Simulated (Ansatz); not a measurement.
## Diamond (Fd-3m, 2 atoms a cell): G0W0 under other settings

Aim: change settings of a G0W0 run on Diamond (Fd-3m, 2 atoms a cell) and see what moves.

Calculated with Ansatz 0.2.0; G0W0 on PBE, plane waves, PAW; PAW set soft_1.

## 1. Set-up

Symmetry: Fd-3m, No. 227, cubic system. The conventional cell has a = 3.567 Å, b = 3.567 Å, c = 3.567 Å, α = 90.00°, β = 90.00°, γ = 90.00°. Nearest to C lie 4 C at 1.54 Å.

Coordinates:

```cif
data_structure
_symmetry_space_group_name_H-M 'Fd-3m:1'
_symmetry_Int_Tables_number 227
_cell_length_a 3.5667
_cell_length_b 3.5667
_cell_length_c 3.5667
_cell_angle_alpha 90.000
_cell_angle_beta 90.000
_cell_angle_gamma 90.000
_cell_volume 45.37
loop_
_atom_site_label
_atom_site_type_symbol
_atom_site_symmetry_multiplicity
_atom_site_Wyckoff_symbol
_atom_site_fract_x
_atom_site_fract_y
_atom_site_fract_z
_atom_site_occupancy
C1 C 8 b 0.00000 0.00000 0.50000 1
```

The cell and positions come from the Crystallography Open Database and are kept as given unless a step says otherwise.

## 2. The base run: 6×6×6 mesh, 33 empty bands, screening to 120 eV, PAW set soft_1 files

Now the one-shot GW correction: screening in the RPA, then the self-energy of the levels asked for. This step takes PAW set soft_1 files.

File input.yaml:

```yaml
crystal:
  lattice:
    - [0.0, 1.78337, 1.78337]
    - [1.78337, 0.0, 1.78337]
    - [1.78337, 1.78337, 0.0]
  atoms:
    - { symbol: C, position: [0.0, 0.0, 0.0] }
    - { symbol: C, position: [0.25, 0.25, 0.25] }
kpoints:
  mp_grid: { grid: [6, 6, 6] }
hamiltonian:
  xc: pbe
  pseudopotentials: { kind: paw, azcp: { folder: soft_1 } }
scf:
  occupations: { method: fixed }
gw:
  n_empty_bands: 33
  ecut_chi: 120
  qp_bands: [v2, c2]
  qp_kpoints: band_edges
  screening: { model: contour_deformation }
```

Started as:

```console
> ansatz run input.yaml --threads 3 --pin off --max-ram 92160MiB --backend cuda --events-out ev --progress --plain --runs-dir out --devices 1 --max-vram 13GiB
```

Numbers of over 12 decimals in the logs are rounded to 6 here.

The log of the run:

```text
GPUs: using 1 of 1 available (devices: 1).
Engine: ansatz 0.2.0, x86_64-unknown-linux-gnu
Pseudopotentials: kind: paw
Pseudopotential: C, paw, valence charge 4, recommended cutoff 420 eV (normal), soft_1/C.paw.azcp
Functional definition: PBE
  parameter kappa = 0.804
  parameter beta = 0.066725
  exchange = pbe_x(kappa = kappa, mu = beta*pi^2/3)
  correlation = pbe_c(beta = beta)
device memory: the entry about to start is reckoned to put 0.3 GiB on a device that reports 56.9 GiB free (of which the cap on the GPU budget leaves the run 13.0 GiB)
GPU FFT provider: cuFFT
GPU libraries: cuBLAS 13.8.2, cuFFT 12.4.0, cuSOLVER 12.3.4
Crystal: 2 atoms, lattice volume = 11.344 Å³
Basis set: ecut = 420 eV, 229 PW (Γ)
Bands: 8, of which v1, the nominal top of the filled ones, is band 4 counted from 1 (3 counted from 0)
Symmetry: 48 space group operations
Space group: Fd-3m (ITA 227), of the structure as read, at distance tolerance 2.2e-5 Å
k-points: 16 of 216
Non-local potential: C, projectors of the file, l = 0: 2, l = 1: 2, l = 2: 1
PAW form: soft (Blöchl's): semilocal exchange-correlation on the pseudo side does not see the compensation charge
PAW one-centre angular grid: C, 110 points (default); XC on 64 Gauss nodes
Initial density: superposition of atomic densities (chi_scale 0.1, normalization cell)
Initial wavefunctions: pseudopotential atomic-orbital guess
GPU buffer pool allocated for 5832 grid points (all kernels)
GPU transforms: local potential and band sums: pruned to the plane-wave sphere, on 18×18×18
Functional: x = pbe(κ = 0.804, μ = 0.219515), c = pbe(β = 0.066725)
SCF iter   1: F=—  HF=-502.161063 eV  |F-HF|=—  |Δ(HF+E_count)|=         —  Δρ=1.39e-1  dr2=1.55e0  ethr=3.10e-3  ⟨swp⟩=4.0  Hψ=776  notcnv=0  defer=23
preconditioner: auto → none  [insulator: Δε(μ)=4.800 eV  Ē_g=19.618 eV  n_scr=0 (ndim 8)  ℏωp=31.2 eV  f_vac=0.000  ε∞_Penn≈3.5]
SCF iter   2: F=—  HF=-501.657012 eV  |F-HF|=—  |Δ(HF+E_count)|=   5.04e-1  Δρ=5.57e-2  dr2=2.19e-1  ethr=3.10e-3  ⟨swp⟩=2.7  Hψ=348  notcnv=0  defer=23
SCF iter   3: F=—  HF=-501.604578 eV  |F-HF|=—  |Δ(HF+E_count)|=   5.24e-2  Δρ=5.96e-3  dr2=1.30e-3  ethr=2.73e-3  ⟨swp⟩=3.0  Hψ=229  notcnv=0  defer=27
SCF iter   4: F=—  HF=-501.605083 eV  |F-HF|=—  |Δ(HF+E_count)|=   5.05e-4  Δρ=2.64e-4  dr2=3.29e-6  ethr=1.62e-5  ⟨swp⟩=2.9  Hψ=193  notcnv=0  defer=30
SCF iter   5: F=-501.605085 eV  HF=-501.605085 eV  |F-HF|=6.85e-8  |Δ(HF+E_count)|=   2.35e-6  Δρ=3.78e-5  dr2=3.85e-8  ethr=1.25e-9  ⟨swp⟩=5.0  Hψ=605  notcnv=0
SCF 1 converged in 5 iterations: F = -501.605085 eV  dr2 = 3.85e-8
[...]
device memory: the entry about to start is reckoned to put 0.4 GiB on a device that reports 56.5 GiB free (of which the cap on the GPU budget leaves the run 13.0 GiB)
[...]
E_nonlocal   = 45.805750
  E_hartree    = 26.485322
  E_xc         = -95.424754
  E_vxc        = -117.852830  (∫ρ·V_xc dr)
  E_paw        = -199.915452  (= ΣΔE_a)
  E_vpaw       = -15.363116  (= ΣTr[D̂ρ^β])
  E_aug_tail   = 0.000044  (compensation charges beyond the density's cutoff)
  E_ewald      = -347.961363
  E_smearing   = -0.000000  (= −TS)
  E_closure    = 0.000000  (closes the sum)
  Σ components = -501.605085   (vs F -501.605085, Δ=0.00e0)
--- Band table (eV; the first three rows and the last of 16) ---
  k-point 0: bands = ["-8.1383", "13.3506", "13.3506", "13.3506", "18.9420", "18.9420", "18.9420", "26.6008"]
  k-point 1: bands = ["-7.3712", "9.5926", "12.3250", "12.3250", "20.2818", "20.2818", "20.7375", "27.2504"]
  k-point 2: bands = ["-5.1206", "3.9753", "11.0251", "11.0251", "21.6298", "21.6298", "21.8987", "28.5567"]
  k-point 15: bands = ["1.1232", "1.1232", "5.5330", "5.5330", "21.5692", "21.5692", "27.8349", "27.8349"]
--- G₀W₀: contour deformation, 6 samples at zero and on the imaginary axis and 1 off it, 216 q-points, 33 empty bands' worth ---
  eigenvalues of the whole cell's RPA ε∞ on this k-mesh (on a slab, of 1 + 4πα/V) = 6.0092, 6.0092, 6.0092; static W/v taken at q = 0 is 0.166411
  bands read: the sum over 37 bands ends inside a degenerate multiplet in 4 slots, whose members it reads at an even weight; the widest, k=0: bands 37 to 38 (counted from 1) at 1/2 each
  gw.qp_kpoints: band_edges: 8 of 16 stored k-points solved, in 1 pass; an edge of the gap read off the rows below is read off those points alone
    valence top: of the k-points left out ik 8 came nearest to being solved in a further pass, in band 4 (counted from 1, as in the quasiparticle table): it holds the edge there only if its correction is more favourable than any solved in that band by at least 1.380 eV; those differ by 0.559 eV
    conduction bottom: of the k-points left out ik 10 came nearest to being solved in a further pass, in band 5 (counted from 1, as in the quasiparticle table): it holds the edge there only if its correction is more favourable than any solved in that band by at least 1.009 eV; those differ by 0.622 eV
    ik  band        ε_KS         Σx   Σc(E_QP)       V_xc       Z   E_QP_lin       E_QP  E_QP is
     0     3     13.3506   -20.1789     2.0154   -17.7683  0.8286    12.9548    12.9554  root
     0     4     13.3506   -20.1789     2.0154   -17.7683  0.8286    12.9548    12.9554  root
     0     5     18.9420   -10.1967    -4.9446   -16.3862  0.8287    20.1939    20.1869  root
     0     6     18.9420   -10.1967    -4.9446   -16.3862  0.8287    20.1939    20.1869  root
     1     3     12.3250   -20.2089     2.2588   -17.4904  0.8259    11.8645    11.8653  root
     1     4     12.3250   -20.2089     2.2588   -17.4904  0.8259    11.8645    11.8653  root
     1     5     20.2818   -10.0347    -5.3087   -16.6631  0.8241    21.6107    21.6016  root
     1     6     20.2818   -10.0347    -5.3087   -16.6631  0.8241    21.6107    21.6016  root
[...]
15     3      5.5330   -20.8980     4.1883   -15.7555  0.7944     4.5712     4.5788  root
    15     4      5.5330   -20.8980     4.1883   -15.7555  0.7944     4.5712     4.5788  root
    15     5     21.5692    -8.6416    -5.5962   -15.2443  0.8278    22.5819    22.5757  root
    15     6     21.5692    -8.6416    -5.5962   -15.2443  0.8278    22.5819    22.5757  root
[key lines of the parts left out:]
SCF converged after 5 iterations
Free energy (F): -501.605085 eV
Fermi energy:    13.350618 eV
```

The job ended after 9.9 s (1 × NVIDIA H100 80GB HBM3 (shared by 6 runs) with 3 threads of AMD EPYC 7R13 (Zen 3), shared host; peak memory 0.96 GiB).

Numbers from this step:

```
bands summed                                 : 37
RPA ε∞ on this mesh (eigenvalues)            : 6.009, 6.009, 6.009
plane waves in the screening matrix          : 27
q-points in the mesh                         : 216
G0W0 gap on the mesh                         : 5.389 eV
k of the valence top                         : 0, 0, 0
k of the conduction bottom                   : 0, 0.3333, 0.3333
starting gap on the mesh                     : 4.159 eV
Z at the valence top                         : 0.8286
Z at the conduction bottom                   : 0.8383
least direct G0W0 gap on the computed points : 7.232 eV
```

The gap on the mesh goes from 4.16 eV to 5.39 eV, a correction of +1.23 eV. Between the two edge states, bare exchange in place of the xc potential would open the gap by 7.96 eV, and correlation takes back 6.73 eV.

## 3. Variant: plasmon pole at a typed frequency

Edit input.yaml of step 2 so:

```diff
@@ -16,6 +16,7 @@
 gw:
-  n_empty_bands: 33
-  ecut_chi: 120
+  n_empty_bands: 25
+  ecut_chi: 100
   qp_bands: [v2, c2]
   qp_kpoints: band_edges
-  screening: { model: contour_deformation }
+  screening: { model: godby_needs }
+  plasmon_pole_fit_frequency: 40
```

The log of the run:

```text
GPUs: using 1 of 1 available (devices: 1).
[...]
GPU FFT provider: cuFFT
GPU libraries: cuBLAS 13.8.2, cuFFT 12.4.0, cuSOLVER 12.3.4
Crystal: 2 atoms, lattice volume = 11.344 Å³
Basis set: ecut = 420 eV, 229 PW (Γ)
Bands: 8, of which v1, the nominal top of the filled ones, is band 4 counted from 1 (3 counted from 0)
[... 1 set-up line as in the run before ...]
[...]
k-points: 16 of 216
[...]
GPU buffer pool allocated for 5832 grid points (all kernels)
[...]
SCF iter   1: F=—  HF=-502.161063 eV  |F-HF|=—  |Δ(HF+E_count)|=         —  Δρ=1.39e-1  dr2=1.55e0  ethr=3.10e-3  ⟨swp⟩=4.0  Hψ=776  notcnv=0  defer=23
[...]
SCF iter   5: F=-501.605085 eV  HF=-501.605085 eV  |F-HF|=6.85e-8  |Δ(HF+E_count)|=   2.35e-6  Δρ=3.78e-5  dr2=3.85e-8  ethr=1.25e-9  ⟨swp⟩=5.0  Hψ=605  notcnv=0
SCF 1 converged in 5 iterations: F = -501.605085 eV  dr2 = 3.85e-8
[...]
NSCF: frozen V_eff on 16 k-points, pencils in batches of 32, up to order 32
[...]
NSCF: frozen V_eff on 16 k-points
G₀W₀ screening: q 1/16
[... further progress lines ...]
[...]
SCF converged after 5 iterations
Free energy (F): -501.605085 eV
[...]
Internal energy: -501.605085 eV  (E = F + TS)
E sigma→0 (E₀):  -501.605085 eV
Fermi energy:    13.350618 eV
[...]
--- Band table (eV; the first three rows and the last of 16) ---
[...]
--- G₀W₀: ω_p = 40.0000 eV, 216 q-points, 25 empty bands' worth ---
[...]
GN-PPA: 31022/146193 pairs with Re ω̃² < 0 across q-mesh
[...]
0     3     13.3506   -20.1789     2.2173   -17.7683  0.8361    13.1572    13.1573  root
     0     4     13.3506   -20.1789     2.2173   -17.7683  0.8361    13.1572    13.1573  root
     0     5     18.9420   -10.1967    -4.7950   -16.3862  0.8377    20.3428    20.3365  root
     0     6     18.9420   -10.1967    -4.7950   -16.3862  0.8377    20.3428    20.3365  root
     1     3     12.3250   -20.2089     2.4468   -17.4904  0.8341    12.0531    12.0534  root
     1     4     12.3250   -20.2089     2.4468   -17.4904  0.8341    12.0531    12.0534  root
     1     5     20.2818   -10.0347    -5.1396   -16.6631  0.8343    21.7778    21.7707  root
     1     6     20.2818   -10.0347    -5.1396   -16.6631  0.8343    21.7778    21.7707  root
[...]
15     3      5.5330   -20.8980     4.2498   -15.7555  0.8163     4.6359     4.6403  root
    15     4      5.5330   -20.8980     4.2498   -15.7555  0.8163     4.6359     4.6403  root
    15     5     21.5692    -8.6416    -5.4475   -15.2443  0.8392    22.7291    22.7243  root
    15     6     21.5692    -8.6416    -5.4475   -15.2443  0.8392    22.7291    22.7243  root
```

Elapsed: 10 s, on 1 × NVIDIA H100 80GB HBM3 (shared by 6 runs) with 3 threads; peak memory 0.93 GiB; 4.9 s of CPU time.

The G0W0 gap on the mesh is 5.301 eV.

Against the base:

```csv
setting,base,variant
empty bands,33,25
screening cutoff (eV),120,100
frequency model,contour deformation,plasmon pole
plasmon pole fit frequency,-,40
```

```csv
quantity,variant,base
starting gap on the mesh,4.159,4.159
G0W0 gap on the mesh,5.301,5.389
least direct G0W0 gap on the computed points,7.179,7.232
Z at the valence top,0.836,0.829
Z at the conduction bottom,0.846,0.838
```

## 4. Summary of results

```json
{
 "base": "5.39 eV, 9.9 s",
 "plasmon pole at a typed frequency": "5.30 eV, 10 s"
}
```

What this shows: Plasmon pole at a typed frequency: the gap moves by −0.09 eV. The variant differs from the base in empty bands, screening cutoff, frequency model and plasmon pole fit frequency together, so the change can't be laid to one of them. All runs here use a coarse mesh and modest cutoffs; they test settings and are not final values. The 6×6×6 mesh is coarse for this cell (its supercell is 15 Å along the shortest edge). The RPA ε∞ on it, from the PBE start, is 6.01; such meshes misread the long-range screening, most where the gap is narrow.

[Paths, hosts, dates, memory and timing lines, banners, echoed tables and standing remarks are left out of the program output.]

[Logs are printed without paths, hosts, clocks, repeated set-up lines and the standing remarks that a program may print on its own settings, such as how far it seeks lower states.]

[Runs of the session that timed out or met a known fault of the program may be left out.]

[Cells called generated may have been cut or substituted from an entry of the Crystallography Open Database or the Materials Project.]

[Hosts, paths, dates, database ids (printed as entryN), source tags and the programs' standing remarks are cut or masked in the printed files.]
